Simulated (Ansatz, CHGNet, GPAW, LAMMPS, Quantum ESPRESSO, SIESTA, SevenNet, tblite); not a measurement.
## Glassy 40SiO2-28Al2O3-16Li2O-16SrO (mol %) (85 atoms) in other programs, against a plane-wave reference

Wanted: errors and costs of other methods on glassy 40SiO2-28Al2O3-16Li2O-16SrO (mol %) (85 atoms). A plane-wave run serves as the reference.

Method: Kohn-Sham DFT, PBE, SSSP efficiency 1.3.0 pseudopotentials, plane waves, in Quantum ESPRESSO 7.5.

## Step 1: Set-up

The cell holds 85 atoms: 10 Si, 14 Al, 8 Li, 4 Sr and 49 O. Cell: a = 9.957 Å, b = 9.957 Å, c = 9.957 Å, α = 90.0°, β = 90.0°, γ = 90.0°. 85 atoms (10 Si, 14 Al, 8 Li, 4 Sr, 49 O) placed at random at 3.11 g/cm³, melted at 4000 K for 10 ps at fixed volume with the Morse and Coulomb pair potential with partial charges (Pedone, Malavasi, Menziani, Cormack and Segre, J. Phys. Chem. B 110, 11780 (2006)). Quenched from 4000 K to 300 K at 6 K/ps and fixed volume, held 5 ps, then minimised at fixed cell.

## Step 2: Reference: Quantum ESPRESSO, plane waves

Contents of pw.in:

```
&control
  calculation = 'scf'
  pseudo_dir = './pseudo'
  outdir = './tmp'
  disk_io = 'none'
  tprnfor = .true.
  tstress = .true.
/
&system
  ibrav = 0
  nat = 85
  ntyp = 5
  ecutwfc = 60
  ecutrho = 480
  nosym = .true.
  occupations = 'smearing'
  smearing = 'fd'
  degauss = 0.003675
/
&electrons
  conv_thr = 4.3e-07
  electron_maxstep = 100
  mixing_beta = 0.4
  mixing_mode = 'plain'
  diagonalization = 'david'
/
ATOMIC_SPECIES
Si 28.085 Si.upf
Al 26.982 Al.upf
Li 6.940 Li.upf
Sr 87.620 Sr.upf
O 15.999 O.upf
CELL_PARAMETERS angstrom
9.95650 0.00000 0.00000
0.00000 9.95650 0.00000
0.00000 0.00000 9.95650
ATOMIC_POSITIONS crystal
Si 0.04427 0.91730 0.20631
Si 0.96917 0.62312 0.81270
Si 0.34992 0.23476 0.29272
Si 0.29552 0.16497 0.00364
Si 0.56872 0.90855 0.12087
Si 0.66829 0.45665 0.20129
Si 0.73821 0.84892 0.58560
Si 0.24255 0.53581 0.22241
Si 0.26593 0.93305 0.78749
Si 0.52846 0.54697 0.48004
Al 0.03206 0.29280 0.61008
Al 0.83611 0.71196 0.08335
[... 69 atom lines left out ...]
O 0.41561 0.43671 0.52585
O 0.18704 0.28000 0.97116
O 0.09212 0.51489 0.17843
O 0.70666 0.76521 0.71492
K_POINTS gamma
```

Started as:

```console
OMP_NUM_THREADS=1 mpirun -np 2 pw.x -in pw.in > output.txt
```

The program printed:

```text
Program PWSCF
     gamma-point specific algorithms are used
     Parallelization info
     sticks:   dense  smooth     PW     G-vecs:    dense   smooth      PW
     Min        6760    3384    843               591631   209173   26149
     Max        6765    3385    850               591632   209176   26150
     Sum       13525    6769   1693              1183263   418349   52299
     bravais-lattice index     =            0
     lattice parameter (alat)  =      18.8151  a.u.
     unit-cell volume          =    6660.6513 (a.u.)^3
     number of atoms/cell      =           85
     number of atomic types    =            5
     number of electrons       =       440.00
     number of Kohn-Sham states=          264
     kinetic-energy cutoff     =      60.0000  Ry
[... lines left out ...]
     scf convergence threshold =      4.3E-07
[... lines left out ...]
     number of k points=     1  Fermi-Dirac smearing, width (Ry)=  0.0037
[... lines left out ...]
     total energy              =   -3110.56031129 Ry
[... lines left out ...]
     total energy              =   -3114.97599827 Ry
[... lines left out ...]
     total energy              =   -3115.03876300 Ry
[... lines left out ...]
     total energy              =   -3115.08219388 Ry
[... lines left out ...]
     total energy              =   -3115.08219500 Ry
[... lines left out ...]
   -29.0985 -28.6488 -28.3296 -27.4823 -14.8411 -14.7363 -14.5617 -14.4675
   -14.4053 -14.0926 -14.0366 -13.9367 -13.9151 -13.7209 -13.6560 -13.4353
[...]
12.6802  12.7272  12.8192  12.8919  12.9170  12.9491  13.0094  13.0358
    13.0777  13.2281  13.2523  13.3278  13.3784  13.4303  13.4827  13.5454
     the Fermi energy is     7.3275 ev
!    total energy              =   -3115.08219510 Ry
     estimated scf accuracy    <       0.00000004 Ry
     smearing contrib. (-TS)   =      -0.00000000 Ry
     internal energy E=F+TS    =   -3115.08219510 Ry
     The total energy is F=E-TS. E is the sum of the following terms:
     one-electron contribution =    -759.15397917 Ry
     hartree contribution      =     625.07726896 Ry
     xc contribution           =    -574.29100374 Ry
     ewald contribution        =   -1455.63133461 Ry
     one-center paw contrib.   =    -951.08314655 Ry
     convergence has been achieved in  12 iterations
     negative rho (up, down):  2.643E-01 0.000E+00
     Forces acting on atoms (cartesian axes, Ry/au):
     atom    1 type  1   force =     0.02962554   -0.01121489   -0.01704541
     atom    2 type  1   force =    -0.03540385   -0.01741240   -0.01915599
     atom    3 type  1   force =     0.00608008    0.04595864   -0.03860596
[...]
atom   84 type  5   force =    -0.10334643   -0.03885956   -0.02343881
     atom   85 type  5   force =    -0.01569023   -0.00305498    0.08887081
     Total force =     0.482231     Total SCF correction =     0.000428
     Computing stress (Cartesian axis) and pressure
     negative rho (up, down):  2.643E-01 0.000E+00
          total   stress  (Ry/bohr**3)                   (kbar)     P=       77.94
   0.00064500   0.00002079   0.00004524           94.88        3.06        6.66
   0.00002079   0.00049229   0.00003038            3.06       72.42        4.47
   0.00004524   0.00003038   0.00045225            6.66        4.47       66.53
     Message from routine punch:
     Nothing written, as per user request (disk_io='none')
```

The job ended after 5.9 min (2 MPI ranks of Arm Neoverse V1, shared host; peak memory 2.9 GiB).

Banners, paths, timers and routine set-up lines are dropped from the logs unmarked, and long logs keep their key lines alone; longer cuts are marked.

Numbers from this run:

| Item | Value |
| --- | --- |
| r.m.s. force component | 0.7764 eV/Å |
| longest force | 3.004 eV/Å |
| pressure | 7.794 GPa |
| gap (highest filled to lowest empty level) | 3.648 eV |

## Step 3: The other programs

The programs:
- CHGNet: machine-learned potential, published weights.
- GPAW 26.7.0: PAW with atomic orbitals (LCAO), plane waves or a real-space grid of spacing h.
- Quantum ESPRESSO 7.5: plane waves; labels (QE) give functional, pseudopotential set and cutoffs of waves/density.
- SIESTA 5.4.2: numerical atomic orbitals, whose automatically made sets are far from complete, with PseudoDojo norm-conserving potentials that we converted to its format (checked against plane waves on the same files for H, C, O, Si, Ge and Ca alone); labels give functional, basis size, energy shift and mesh cutoff.
- SevenNet: machine-learned potential, published weights.
- tblite 0.8.0: extended tight binding, driven from Python.

All use the same cell and atoms; the electronic-structure runs use the same k-mesh, and an electronic temperature of 580 K (0.05 eV) where levels are smeared.

Differences are against the plane-wave reference, forces as r.m.s. over components; share is that over the reference's r.m.s. force, slope the least-squares factor from reference forces to these. Total energies of different programs have different zeros and aren't compared.

```csv
run,"Δ force, r.m.s. (meV/Å)",share (%),slope,Δ pressure (GPa),Δ gap (eV),cores,CPU time,memory (GiB)
reference,-,-,-,-,-,2,12 min,2.9
CHGNet 0.3.0 potential,100,12.9,0.934,-0.402,-,1,5.3 s,1.4
CHGNet r2SCAN potential,273,35.1,0.672,-5.59,-,1,4.7 s,1.4
"GPAW PBE, LCAO dzp, h 0.18 Å",271,34.9,1.288,-,-0.103,1,6 min,1.8
"GPAW PBE, LCAO sz(dzp), h 0.18 Å (coarse)",1032,133,1.906,-,-0.686,1,92 s,1.3
"GPAW revPBE, LCAO dzp, h 0.18 Å",299,38.5,1.319,-,0.03,1,6 min,1.8
"QE PBE+D3(BJ), sssp-1.3.0-efficiency, 60/480 Ry",6.75,0.869,1.000,-2.62,0,2,12 min,2.9
"SIESTA PBE, DZ, shift 0.01 Ry, mesh 500 Ry (coarse)",829,107,1.772,10.8,-0.476,2,3.2 min,1.6
"SIESTA PBE, DZP, shift 0.01 Ry, mesh 150 Ry (coarse)",277,35.7,1.259,3.93,-0.301,2,2.1 min,0.9
"SIESTA PBE, DZP, shift 0.01 Ry, mesh 500 Ry",277,35.7,1.260,3.94,-0.301,2,9.3 min,2.7
SevenNet 0 potential,60.0,7.73,0.963,-0.447,-,1,10 s,1.0
tblite GFN1-xTB,677,87.2,1.355,-23.6,-,1,7.9 s,0.12
```

Rows marked coarse were listed beforehand as settings not expected to be converged; some can still land near the reference.

Times of the machine-learned potentials are mostly Python's start and the loading of weights.

CPU time is summed over cores on a shared host, where runs went side by side, so it is rough. Symmetry, cutoffs, thresholds, outputs and thread counts weren't matched or tuned between programs; memory under MPI is the largest rank's times the ranks.

Within one program, basis, potentials and functional, energies share a zero. Each run against its twin at the usual cutoff or grid and solver:

```csv
run,twin,Δ energy (meV/atom),"Δ force, r.m.s. (meV/Å)",CPU time over the twin's
"SIESTA PBE, DZP, shift 0.01 Ry, mesh 150 Ry","DZP, shift 0.01 Ry, mesh 500 Ry",2.44,18.7,0.23
```

## Step 4: Results

```json
{"reference r.m.s. force component": "0.776 eV/Å", "nearest in forces": "QE PBE+D3(BJ), sssp-1.3.0-efficiency, 60/480 Ry, 0.87 %", "farthest in forces": "GPAW PBE, LCAO sz(dzp), h 0.18 Å (coarse), 133 %", "cheapest electronic-structure run beside the reference": "tblite GFN1-xTB, 7.9 s of CPU time"}
```

What this shows: The PBE runs in local orbitals, coarse settings apart, differ by 35 % (GPAW PBE, LCAO dzp, h 0.18 Å) to 36 % (SIESTA PBE, DZP, shift 0.01 Ry, mesh 500 Ry); basis, grid and potentials can all enter. Tight binding differs by 87 % (tblite GFN1-xTB); it is another model, with fitted parameters of its own, and the xTB methods hold dispersion. Machine-learned potentials differ by 7.7 % (SevenNet 0 potential) to 35 % (CHGNet r2SCAN potential); they were trained on other programs' data, some at another functional. In the reference's own program, potentials and cutoffs, a change of model alone moves forces by 0.87 % (QE PBE+D3(BJ), sssp-1.3.0-efficiency, 60/480 Ry). Other rows with another functional or a dispersion term differ by 39 % (GPAW revPBE, LCAO dzp, h 0.18 Å), which mixes the change of model with differences of basis and potentials. Runs with settings chosen to be coarse differ by 36 % (SIESTA PBE, DZP, shift 0.01 Ry, mesh 150 Ry) to 133 % (GPAW PBE, LCAO sz(dzp), h 0.18 Å), their programs' other errors included. Of the electronic-structure runs that take under half the reference's CPU time, SIESTA PBE, DZP, shift 0.01 Ry, mesh 150 Ry comes nearest, at 36 % in 2.1 min against 12 min; its pressure misses by +3.9 GPa. GPAW PBE, LCAO dzp, h 0.18 Å stiffens the forces by a factor of 1.29 while following their directions (correlation 0.989); the difference isn't even, but is largest on one element. At the same functional, gaps differ from the reference's 3.65 eV by between -0.69 and -0.10 eV. In pressure, SIESTA PBE, DZ, shift 0.01 Ry, mesh 500 Ry misses by +10.8 GPa, at the same functional. In the reference: filled and empty levels are parted by 3.65 eV (on the run's k-points); a semilocal functional tends to put such gaps too low. In a disordered cell it changes from sample to sample, and tail or defect levels can set it. Periodic xTB results under one method name differ between programs and library versions. The potentials hold different valence shells: 440 electrons in the reference, 424 in GPAW; this bears on time and differences. The reference's pressure holds the uncorrected Pulay stress of its 60 Ry basis, so small pressure differences, and their order, may be the reference's own error. Machine-learned potentials mimic data converged in k, so the reference's own k-point error enters their differences. The quench rate of 6 K/ps is many orders above laboratory rates, so the cell is likely richer in defects and strain than a real sample. The network of bonds at the start is that of the classical potential that made the cell, and needn't be the one that DFT or experiment would give. The reference's pressure of 7.8 GPa belongs to a cell and atoms that aren't relaxed at this level. The electronic-structure runs sample only Γ, in a cell whose shortest periodic width is 10 Å.

[Also dropped from logs without a mark: logging warnings of Python, and SIESTA's first energy breakdown and zero terms.]

[Logs are printed without paths, hosts, clocks, repeated set-up lines and the standing remarks that a program may print on its own settings, such as how far it seeks lower states.]

[Hosts, paths, dates, database ids (printed as entryN), source tags and the programs' standing remarks are cut or masked in the printed files.]
